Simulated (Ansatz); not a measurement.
**Phonons of La2O3 (P-3m1) against volume**

Wanted: Grüneisen parameters and pressure coefficients of the modes of La2O3 (P-3m1).

Method: DFT PBE, scalar-relativistic, plane waves, PAW; PAW set soft_1, in Ansatz 0.2.0.

Most raw output is cut from this account.

### Step 1. The structure

The structure is trigonal, space group P-3m1 (No. 164). Conventional cell: a = 3.931 Å, b = 3.931 Å, c = 6.112 Å, α = 90.00°, β = 90.00°, γ = 120.00°. O has 4 La at 2.36 to 2.44 Å nearest. Nearest to O lie 6 La at 2.72 Å. Nearest to La lie 7 O at 2.36 to 2.72 Å. Farther neighbours and most contacts between anions are not listed.

### Step 2. Bringing the structure to rest

The cell and atoms are relaxed, since residual forces and stress would shift the frequencies.

input.yaml reads:

```yaml
crystal:
  lattice:
    - [3.930777878, 0.0, 0.0]
    - [-1.965388939, 3.404153499, 0.0]
    - [0.0, 0.0, 6.11195352]
  atoms:
    - { symbol: O, position: [0.66666667, 0.33333333, 0.35410935] }
    - { symbol: O, position: [0.33333333, 0.66666667, 0.64589065] }
    - { symbol: O, position: [0.0, 0.0, 0.0] }
    - { symbol: La, position: [0.66666667, 0.33333333, 0.75376432] }
    - { symbol: La, position: [0.33333333, 0.66666667, 0.24623568] }
kpoints:
  mp_grid: { grid: [9, 9, 4] }
hamiltonian:
  xc: pbe
  pseudopotentials: { kind: paw, azcp: { folder: soft_1 } }
scf:
  occupations: { method: gaussian, width: 0.02 }
output:
  forces: true
  stress: true
  eigenvalues: true
  write_density: true
  write_potential: true
  elf: true
  volumetric_format: npy
relax:
  adjacent_minimum: "off"
  f_tol: 0.005
  max_steps: 80
  cell: { stress_tol: 0.05 }
```

Run with:

```console
> ansatz run input.yaml --threads 4 --pin off --max-ram 16384MiB --backend cpu --events-out ev --progress --plain --runs-dir out
```

It took 9.1 s on 4 threads of Intel Xeon 6975P-C (Granite Rapids), shared host; peak memory 0.64 GiB.

The steps of the relaxation:

| step | energy less that of the first step (eV) | largest force component (eV/Å) | pressure (GPa) | volume (Å³) |
| --- | --- | --- | --- | --- |
| 1 | 0.0000 | 0.0172 | 1.91 | 81.78 |
| 2 | 0.0295 | 0.3694 | -2.67 | 85.62 |
| 3 | -0.0059 | 0.0325 | -0.02 | 83.17 |
| 4 | -0.0060 | 0.0203 | -0.01 | 83.15 |
| 5 | -0.0062 | 0.0053 | 0.02 | 83.15 |
| 6 | -0.0062 | 0.0002 | 0.00 | 83.16 |
| 7* | -0.0088 | 0.0002 | 0.06 | 83.16 |
| 8 | -0.0088 | 0.0000 | 0.00 | 83.21 |
| 9* | -0.0089 | 0.0000 | 0.00 | 83.21 |

Relaxation steps marked * repeat the geometry before them on a plane-wave basis chosen anew for their cell, so energy and pressure can jump there. Relaxation step 2 was tried and not accepted.

The run keeps the 12 symmetry operations that it works with, so distortions that break them were not tested.

| conventional cell, symmetrised | before | after | change |
| --- | --- | --- | --- |
| a (Å) | 3.931 | 3.941 | +0.2 % |
| b (Å) | 3.931 | 3.941 | +0.2 % |
| c (Å) | 6.112 | 6.188 | +1.2 % |
| volume (Å³/atom) | 16.36 | 16.64 | +1.7 % |

Final coordinates:

```cif
data_structure
_symmetry_space_group_name_H-M 'P 1'
_symmetry_Int_Tables_number 1
_cell_length_a 3.9406
_cell_length_b 3.9406
_cell_length_c 6.1879
_cell_angle_alpha 90.000
_cell_angle_beta 90.000
_cell_angle_gamma 120.000
_cell_volume 83.21
loop_
_atom_site_label
_atom_site_type_symbol
_atom_site_fract_x
_atom_site_fract_y
_atom_site_fract_z
_atom_site_occupancy
O1 O 0.66667 0.33333 0.35469 1
O2 O 0.33333 0.66667 0.64531 1
O3 O 0.00000 0.00000 0.00000 1
La4 La 0.66667 0.33333 0.75263 1
La5 La 0.33333 0.66667 0.24737 1
```

This step gave:

* pressure: 0.003012 GPa
* gap on the k-mesh: 3.864 eV
* volume per atom: 16.64 Å³

ELF in the ac plane at fractional y = 0.333, with atoms of O and La within 0.2 Å of it. It is the smooth field of the valence electrons, not physical close to the nuclei.

Ten even steps from '0' (0.03) to '9' (0.83), each cell a mean:
```
24542102454310
12321027899741
00000269999983
10000489746996
10001598301797
11221498412796
12431379867984
13542148999862
13542013565410
01221001222100
00000025777631
00000259999973
00110269867984
12431269856983
24763149988962
25764127999841
24553114677510
12221001233100
01110000000000
12221100000000
24443100000001
```
Columns run along a (3.9 Å), rows up along c (6.2 Å). Atoms in or near the plane, at fractional coordinates: O at (0.67, 0.35), La at (0.67, 0.75).

Electrostatic potential energy in the ac plane at fractional y = 0.333, with atoms of O and La within 0.2 Å of it. With pseudopotentials it is smooth inside the atoms' cores, unlike the true potential.

Values in eV, 21 rows by 14 columns, each cell a mean:
```
 13  14  14  14  13  12  10   7   5   4   4   6   9  11
 12  14  14  14  13  10   7   0  -5  -9  -7  -2   5   9
 10  13  14  13  11   7  -1 -15 -24 -27 -26 -19  -6   4
  9  12  13  13  10   4  -9 -26 -26 -20 -23 -27 -16  -1
  8  12  13  12   9   1 -15 -27 -16   0  -8 -25 -22  -5
  8  12  13  13  10   2 -14 -28 -18  -4 -12 -26 -21  -4
  9  12  13  13  11   5  -6 -24 -27 -24 -26 -26 -13   1
 11  13  14  13  12   8   2 -10 -19 -23 -21 -14  -2   6
 13  14  14  14  13  11   8   4  -1  -3  -2   2   7  10
 13  14  14  14  14  13  12  10   9   8   8  10  11  12
 13  13  13  13  13  13  13  12  10   6   8  12  13  14
 12  12  11  11  12  13  13   7  -8 -17 -13   2  13  13
 11   9   8   9  10  12  12  -5 -23 -28 -26 -13   9  12
  9   6   5   5   7  10  11  -9 -25 -29 -28 -17   7  11
  7   3   1   2   5   9  11   1 -17 -24 -22  -7  10  10
  6   2   0   1   4   8  11  11   6  -1   2  10  12  10
  6   4   2   3   5   9  11  13  13  13  13  13  12  10
  9   7   6   6   8  10  12  13  14  14  14  14  12  11
 11  10  10  10  10  11  12  13  13  13  13  13  13  12
 13  12  12  12  13  13  13  12  12  12  12  12  13  13
 13  14  14  14  13  13  12  11  10  10  10  11  12  13
```
Columns run along a (3.9 Å; values clipped at the 3rd and 97th percentile), rows up along c (6.2 Å). Atoms in or near the plane, at fractional coordinates: O at (0.67, 0.35), La at (0.67, 0.75).

Valence density in the ac plane at fractional y = 0.333, with atoms of O and La within 0.2 Å of it. It is the smooth field of the valence electrons, not physical close to the nuclei.

Values in e/Å³, 21 rows by 14 columns, each cell a mean:
```
0.1 0.2 0.2 0.2 0.1 0.1 0.1 0.2 0.2 0.3 0.3 0.2 0.1 0.1
0.1 0.1 0.1 0.1 0.1 0.1 0.2 0.4 0.6 0.8 0.7 0.5 0.3 0.2
0.1 0.1 0.1 0.1 0.1 0.2 0.5 1.0 1.4 1.5 1.5 1.2 0.7 0.3
0.2 0.1 0.1 0.1 0.1 0.3 0.8 1.4 1.7 1.7 1.7 1.6 1.0 0.5
0.2 0.1 0.1 0.1 0.2 0.4 1.0 1.6 1.7 1.8 1.8 1.7 1.2 0.6
0.2 0.2 0.1 0.2 0.2 0.4 0.9 1.6 1.7 1.8 1.8 1.7 1.2 0.6
0.2 0.2 0.2 0.2 0.2 0.3 0.7 1.3 1.6 1.7 1.7 1.5 0.9 0.4
0.2 0.2 0.2 0.2 0.2 0.2 0.4 0.8 1.1 1.3 1.2 0.9 0.5 0.3
0.1 0.1 0.1 0.1 0.1 0.1 0.2 0.3 0.5 0.6 0.6 0.4 0.2 0.1
0.1 0.1 0.1 0.1 0.1 0.1 0.1 0.2 0.3 0.4 0.4 0.3 0.1 0.1
0.1 0.1 0.1 0.1 0.1 0.1 0.2 0.4 0.6 0.9 0.8 0.5 0.2 0.1
0.1 0.1 0.1 0.1 0.1 0.1 0.3 0.9 1.9 2.8 2.4 1.2 0.4 0.2
0.1 0.1 0.1 0.1 0.1 0.2 0.5 1.7 4.1 6.4 5.2 2.4 0.7 0.3
0.2 0.2 0.2 0.2 0.2 0.3 0.5 1.9 4.8 7.4 6.2 2.8 0.8 0.3
0.2 0.3 0.4 0.4 0.3 0.3 0.4 1.3 2.9 4.4 3.6 1.8 0.6 0.3
0.3 0.4 0.5 0.4 0.3 0.2 0.3 0.5 0.9 1.3 1.1 0.7 0.3 0.2
0.2 0.3 0.4 0.4 0.3 0.2 0.2 0.2 0.3 0.4 0.4 0.3 0.2 0.2
0.2 0.2 0.3 0.3 0.2 0.1 0.1 0.1 0.1 0.1 0.1 0.1 0.1 0.1
0.1 0.2 0.2 0.2 0.2 0.1 0.1 0.1 0.1 0.1 0.1 0.1 0.1 0.1
0.1 0.2 0.2 0.2 0.1 0.1 0.1 0.0 0.0 0.0 0.0 0.0 0.1 0.1
0.1 0.2 0.2 0.2 0.1 0.1 0.1 0.1 0.1 0.1 0.1 0.1 0.1 0.1
```
Columns run along a (3.9 Å), rows up along c (6.2 Å). Atoms in or near the plane, at fractional coordinates: O at (0.67, 0.35), La at (0.67, 0.75).

In this step the volume went from 16.36 to 16.64 Å³/atom.

### Step 3. Tight relaxation

Phonons need small forces and stress, so the relaxation is finished with tight tolerances on 9×9×4 k points.

input.yaml, the sections that differ from step 2:

```yaml
crystal:
  lattice:
    - [3.9405726066, 0.0, 0.0]
    - [-1.9702863033, 3.4126359827, 0.0]
    - [0.0, 0.0, 6.1878907249]
  atoms:
    - { symbol: O, position: [0.6666666667, 0.3333333333, 0.3546891775] }
    - { symbol: O, position: [0.3333333333, 0.6666666667, 0.6453108225] }
    - { symbol: O, position: [0.0, 0.0, 0.0] }
    - { symbol: La, position: [0.6666666667, 0.3333333333, 0.7526282288] }
    - { symbol: La, position: [0.3333333333, 0.6666666667, 0.2473717712] }
scf:
  occupations: { method: fixed }
relax:
  adjacent_minimum: "off"
  f_tol: 0.001
  max_steps: 60
  cell: { stress_tol: 0.01 }
# kpoints, hamiltonian, output: as in step 2
```

Wall time 2.4 s (4 threads); peak memory 0.62 GiB; 8.6 s of CPU time.

Little changed from the start: no atom moved by 0.005 Å and no cell edge by 0.1 %.

Numbers from this step:

```yaml
pressure: 0.003019 GPa
```

Valence density in the ac plane at fractional y = 0.333, with atoms of O and La within 0.2 Å of it. It is the smooth field of the valence electrons, not physical close to the nuclei.

Values in e/Å³, 21 rows by 14 columns, each cell a mean:
```
0.1 0.2 0.2 0.2 0.1 0.1 0.1 0.2 0.2 0.3 0.3 0.2 0.1 0.1
0.1 0.1 0.1 0.1 0.1 0.1 0.2 0.4 0.6 0.8 0.7 0.5 0.3 0.2
0.1 0.1 0.1 0.1 0.1 0.2 0.5 1.0 1.4 1.5 1.5 1.2 0.7 0.3
0.2 0.1 0.1 0.1 0.1 0.3 0.8 1.4 1.7 1.7 1.7 1.6 1.0 0.5
0.2 0.1 0.1 0.1 0.2 0.4 1.0 1.6 1.7 1.8 1.8 1.7 1.2 0.6
0.2 0.2 0.1 0.2 0.2 0.4 0.9 1.6 1.7 1.8 1.8 1.7 1.2 0.6
0.2 0.2 0.2 0.2 0.2 0.3 0.7 1.3 1.6 1.7 1.7 1.5 0.9 0.4
0.2 0.2 0.2 0.2 0.2 0.2 0.4 0.8 1.1 1.3 1.2 0.9 0.5 0.3
0.1 0.1 0.1 0.1 0.1 0.1 0.2 0.3 0.5 0.6 0.6 0.4 0.2 0.1
0.1 0.1 0.1 0.1 0.1 0.1 0.1 0.2 0.3 0.4 0.4 0.3 0.1 0.1
0.1 0.1 0.1 0.1 0.1 0.1 0.2 0.4 0.6 0.9 0.8 0.5 0.2 0.1
0.1 0.1 0.1 0.1 0.1 0.1 0.3 0.9 1.9 2.8 2.4 1.2 0.4 0.2
0.1 0.1 0.1 0.1 0.1 0.2 0.5 1.7 4.1 6.4 5.2 2.4 0.7 0.3
0.2 0.2 0.2 0.2 0.2 0.3 0.5 1.9 4.8 7.4 6.2 2.8 0.8 0.3
0.2 0.3 0.4 0.4 0.3 0.3 0.4 1.3 2.9 4.4 3.6 1.8 0.6 0.3
0.3 0.4 0.5 0.4 0.3 0.2 0.3 0.5 0.9 1.3 1.1 0.7 0.3 0.2
0.2 0.3 0.4 0.4 0.3 0.2 0.2 0.2 0.3 0.4 0.4 0.3 0.2 0.2
0.2 0.2 0.3 0.3 0.2 0.1 0.1 0.1 0.1 0.1 0.1 0.1 0.1 0.1
0.1 0.2 0.2 0.2 0.2 0.1 0.1 0.1 0.1 0.1 0.1 0.1 0.1 0.1
0.1 0.2 0.2 0.2 0.1 0.1 0.1 0.0 0.0 0.0 0.0 0.0 0.1 0.1
0.1 0.2 0.2 0.2 0.1 0.1 0.1 0.1 0.1 0.1 0.1 0.1 0.1 0.1
```
Columns run along a (3.9 Å), rows up along c (6.2 Å). Atoms in or near the plane, at fractional coordinates: O at (0.67, 0.35), La at (0.67, 0.75).

ELF in the ac plane at fractional y = 0.333, with atoms of O and La within 0.2 Å of it. It is the smooth field of the valence electrons, not physical close to the nuclei.

Ten even steps from '_' (0.03) to '@' (0.83), each cell a mean:
```
::==++==::..__::==++==--..__
..::--::..__::##%%@@@@##==..
__________::**@@@@@@@@@@%%--
..________==%%@@##==**@@@@**
..______..++@@%%--__..##@@##
....::::..==@@%%==..::##@@**
..::==--..--##@@%%**##@@%%==
..--++==::..==%%@@@@@@%%**::
..--++==::__..--++**++==..__
__..::::..____..::::::..____
____________::++######**--..
__________::++@@@@@@@@@@##--
____....__::**@@%%**##@@%%==
..::==--..::**@@%%++**@@%%--
::==##**--..==@@@@%%%%@@**::
::++##**==..::##@@@@@@%%==..
::==++++--....==**####++..__
..::::::..____..::----..____
__......____________________
..::::::....________________
::======--..______________..
```
Columns run along a (3.9 Å), rows up along c (6.2 Å). Atoms in or near the plane, at fractional coordinates: O at (0.67, 0.35), La at (0.67, 0.75).

Electrostatic potential energy in the ac plane at fractional y = 0.333, with atoms of O and La within 0.2 Å of it. With pseudopotentials it is smooth inside the atoms' cores, unlike the true potential.

Ten even steps from '0' (-29 eV) to '9' (14 eV), each cell a mean:
```
99999998777889
99999986544678
99999863000257
89999740011026
89998630264015
89998730253015
89999751000036
99999874211368
99999987656789
99999999888899
99999999888999
99999998423799
98889995100389
88778994000289
87777896211599
87667899867998
87777899999999
88888999999999
99889999999999
99999999999999
99999999999999
```
Columns run along a (3.9 Å; values clipped at the 3rd and 97th percentile), rows up along c (6.2 Å). Atoms in or near the plane, at fractional coordinates: O at (0.67, 0.35), La at (0.67, 0.75).

The largest force component left is 0.023 meV/Å and the pressure is 0.003 GPa, within the tolerances set. The cell now holds 16.64 Å³/atom.

### Step 4. Zone-centre response at rest

The modes at rest are the reference of the series, and the response to a field gives the dielectric tensor and the Born charges.

input.yaml, as its differences from that of step 3:

```diff
@@ -19,13 +19,7 @@
 output:
-  forces: true
-  stress: true
   eigenvalues: true
-  write_density: true
-  write_potential: true
-  elf: true
-  volumetric_format: npy
-relax:
-  adjacent_minimum: "off"
-  f_tol: 0.001
-  max_steps: 60
-  cell: { stress_tol: 0.01 }
+phonons:
+  method: dfpt
+  dielectric: true
+  rigid_motions: translations
+  raman: true
```

It took 3.3 min on 4 threads; peak memory 2.5 GiB; 13 min of CPU time.

Numbers from this step:

* sum-rule residual before enforcement: 1.75e-4 eV/Å²
* miss of the charge sum rule: 0.001499 e
* estimated error of the dielectric tensor: 0.01319
* estimated error of the Born charges: 0.01417 e
* point group: -3m
* highest optical mode at the zone centre (no LO-TO term): 425.8 cm⁻¹
* lowest optical zone-centre mode: 97.46 cm⁻¹
* mean high-frequency dielectric constant: 4.769
* largest Born charge (third of the trace): 4.081 e
* mean static dielectric constant: 30.71
* top of the zone-centre spectrum with the field: 536.8 cm⁻¹

Without the LO-TO term. Patterns of degenerate modes are one choice out of their space. Modes at Γ, with each element's share of the kinetic energy:

```
mode  frequency (cm⁻¹)  symmetry  O %  La %
   1               0.0  acoustic   15    85
   2               0.0  acoustic   15    85
   3               0.0  acoustic   15    85
   4              97.5        Eg    2    98
   5              97.5        Eg    2    98
   6             164.6        Eu   91     9
   7             164.6        Eu   91     9
   8             173.3       A2u   86    14
   9             180.6       A1g    6    94
  10             343.8        Eu   94     6
  11             343.8        Eu   94     6
  12             379.0        Eg   98     2
  13             379.0        Eg   98     2
  14             381.0       A1g   94     6
  15             425.8       A2u   99     1
```

Displacements in mode 4 (97.5 cm⁻¹), the largest set to 1:
```
O1   0.12  0.42  0.00
O2  -0.12 -0.42  0.00
O3   0.00  0.00  0.00
La4 -0.29 -1.00  0.00
La5  0.29  1.00  0.00
```

Displacements in mode 14 (381.0 cm⁻¹), the largest set to 1:
```
O1   0.00  0.00  1.00
O2   0.00  0.00 -1.00
O3   0.00  0.00  0.00
La4  0.00  0.00  0.09
La5  0.00  0.00 -0.09
```

Optical modes at the zone centre, without and with the macroscopic field of the longitudinal modes; each column is sorted by frequency, so a row need not hold one and the same mode. Modes with and without the field, by row:

```
rank among optical modes  no field (cm⁻¹)  q along (1, 0, 0) (cm⁻¹)  q along (0, 0, 1) (cm⁻¹)
                       1             97.5                      97.5                      97.5
                       2             97.5                      97.5                      97.5
                       3            164.6                     164.6                     164.6
                       4            164.6                     173.3                     164.6
                       5            173.3                     180.6                     180.6
                       6            180.6                     265.6                     343.8
                       7            343.8                     343.8                     343.8
                       8            343.8                       379                       379
                       9              379                       379                       379
                      10              379                       381                       381
                      11              381                     425.8                     386.2
                      12            425.8                     536.8                     491.6
```

Born charge (rows field, columns displacement) (e), principal values of the symmetric part by kind of site:

```csv
atom,atoms with these values,low,middle,high,mean
O1,2,-2.87,-2.87,-2.52,-2.75
O3,1,-2.69,-2.69,-2.60,-2.66
La4,2,3.82,4.21,4.21,4.08
```

In full for O1:

```
-2.87  0.00  0.00
 0.00 -2.87  0.00
 0.00  0.00 -2.52
```

High-frequency dielectric tensor:

```
4.81 0.00 0.00
0.00 4.81 0.00
0.00 0.00 4.69
```

Static dielectric tensor (ions relaxed, fixed cell):

```
30.55  0.00  0.00
 0.00 30.55  0.00
 0.00  0.00 31.04
```

Transverse modes. Infrared lines, with heights relative to the strongest:

| position (cm⁻¹) | label | relative intensity |
| --- | --- | --- |
| 98 | Eg | 0.0 |
| 165 | Eu | 100 |
| 173 | A2u | 65 |
| 181 | A1g | 0.0 |
| 344 | Eu | 71 |
| 379 | Eg | 0.0 |
| 381 | A1g | 0.0 |
| 426 | A2u | 5.0 |

Activity x (w_L - w)^4 (n + 1)/w, 532 nm, 300 K; modes without the macroscopic field alone. Lines of the Raman spectrum (strongest = 100):

```csv
position (cm⁻¹),label,relative intensity
98,Eg,24
165,Eu,0.0
173,A2u,0.0
181,A1g,14
344,Eu,0.0
379,Eg,100
381,A1g,41
426,A2u,0.0
```

Before it was imposed, the acoustic sum rule was missed by 1.7e-4 eV/Å² and the charge sum rule by 0.0015 e. Small misses are needed for a sound result but don't prove that mesh and cutoff are converged. The lowest optical mode is real, 97.5 cm⁻¹.

### Step 5. A member of the series: 1.06 times the volume at rest

The cell is set to 1.06 times the volume at rest, and shape and atoms relax at that volume.

input.yaml reads:

```yaml
crystal:
  lattice:
    - [3.9975781592, 0.0, 0.0]
    - [-1.9987890796, 3.4620042395, 0.0]
    - [0.0, 0.0, 6.3734303117]
  atoms:
    - { symbol: O, position: [0.6666666667, 0.3333333333, 0.3558797398] }
    - { symbol: O, position: [0.3333333333, 0.6666666667, 0.6441202602] }
    - { symbol: O, position: [0.0, 0.0, 0.0] }
    - { symbol: La, position: [0.6666666667, 0.3333333333, 0.7499454553] }
    - { symbol: La, position: [0.3333333333, 0.6666666667, 0.2500545447] }
kpoints:
  mp_grid: { grid: [9, 9, 4] }
hamiltonian:
  xc: pbe
  pseudopotentials: { kind: paw, azcp: { folder: soft_1 } }
scf:
  occupations: { method: fixed }
output:
  forces: true
  stress: true
  eigenvalues: true
relax:
  adjacent_minimum: "off"
  f_tol: 0.001
  max_steps: 60
  cell: { stress_tol: 0.01, fix: [volume] }
```

Run time: 9.7 s. Hardware: 4 threads; peak memory 0.63 GiB; 36 s of CPU time.

Step by step:

```
step  energy less that of the first step (eV)  largest force component (eV/Å)  pressure (GPa)  volume (Å³)
   1                                   0.0000                          0.1301           -5.97        88.21
   2                                   0.0124                          0.4986           -4.86        88.21
   3                                  -0.0016                          0.0135           -5.69        88.21
   4                                  -0.0016                          0.0073           -5.68        88.21
   5                                  -0.0016                          0.0014           -5.67        88.21
   6                                  -0.0016                          0.0000           -5.67        88.21
  7*                                  -0.0016                          0.0001           -5.67        88.21
   8                                  -0.0016                          0.0000           -5.67        88.21
  9*                                  -0.0016                          0.0000           -5.67        88.21
```

Relaxation steps marked * repeat the geometry before them on a plane-wave basis chosen anew for their cell, so energy and pressure can jump there. Relaxation step 2 was tried and not accepted.

Forces are held to the 12 operations that the run works with; a distortion that breaks them can't arise in this run.

```
conventional cell, symmetrised  before  after  change
                         a (Å)   3.998  3.989  -0.2 %
                         b (Å)   3.998  3.989  -0.2 %
                         c (Å)   6.373  6.402  +0.4 %
              volume (Å³/atom)   17.64  17.64  +0.0 %
```

Final coordinates:

```xyz
5
Lattice="3.9888 0.0000 0.0000 -1.9944 3.4544 0.0000 0.0000 0.0000 6.4015" Properties=species:S:1:pos:R:3 pbc="T T T"
O     1.9944    1.1515    2.2811
O     0.0000    2.3029    4.1205
O     0.0000    0.0000    0.0000
La    1.9944    1.1515    4.7928
La    0.0000    2.3029    1.6088
```

Numbers from this step:

```yaml
pressure: -5.666 GPa
gap_on_the_k_mesh: 3.794 eV
volume_per_atom: 17.64 Å³
```

The largest force component left is 0.026 meV/Å, at a pressure of -5.67 GPa.

For the pressure, step 3 gave 0.00302 GPa; this run, with relaxing cell and atoms and volume ratio 1.06, gives -5.67 GPa.

(Part 1 of 2 ends here.)

[Logs are printed without paths, hosts, clocks, repeated set-up lines and the standing remarks that a program may print on its own settings, such as how far it seeks lower states.]

[Hosts, paths, dates, database ids (printed as entryN), source tags and the programs' standing remarks are cut or masked in the printed files.]
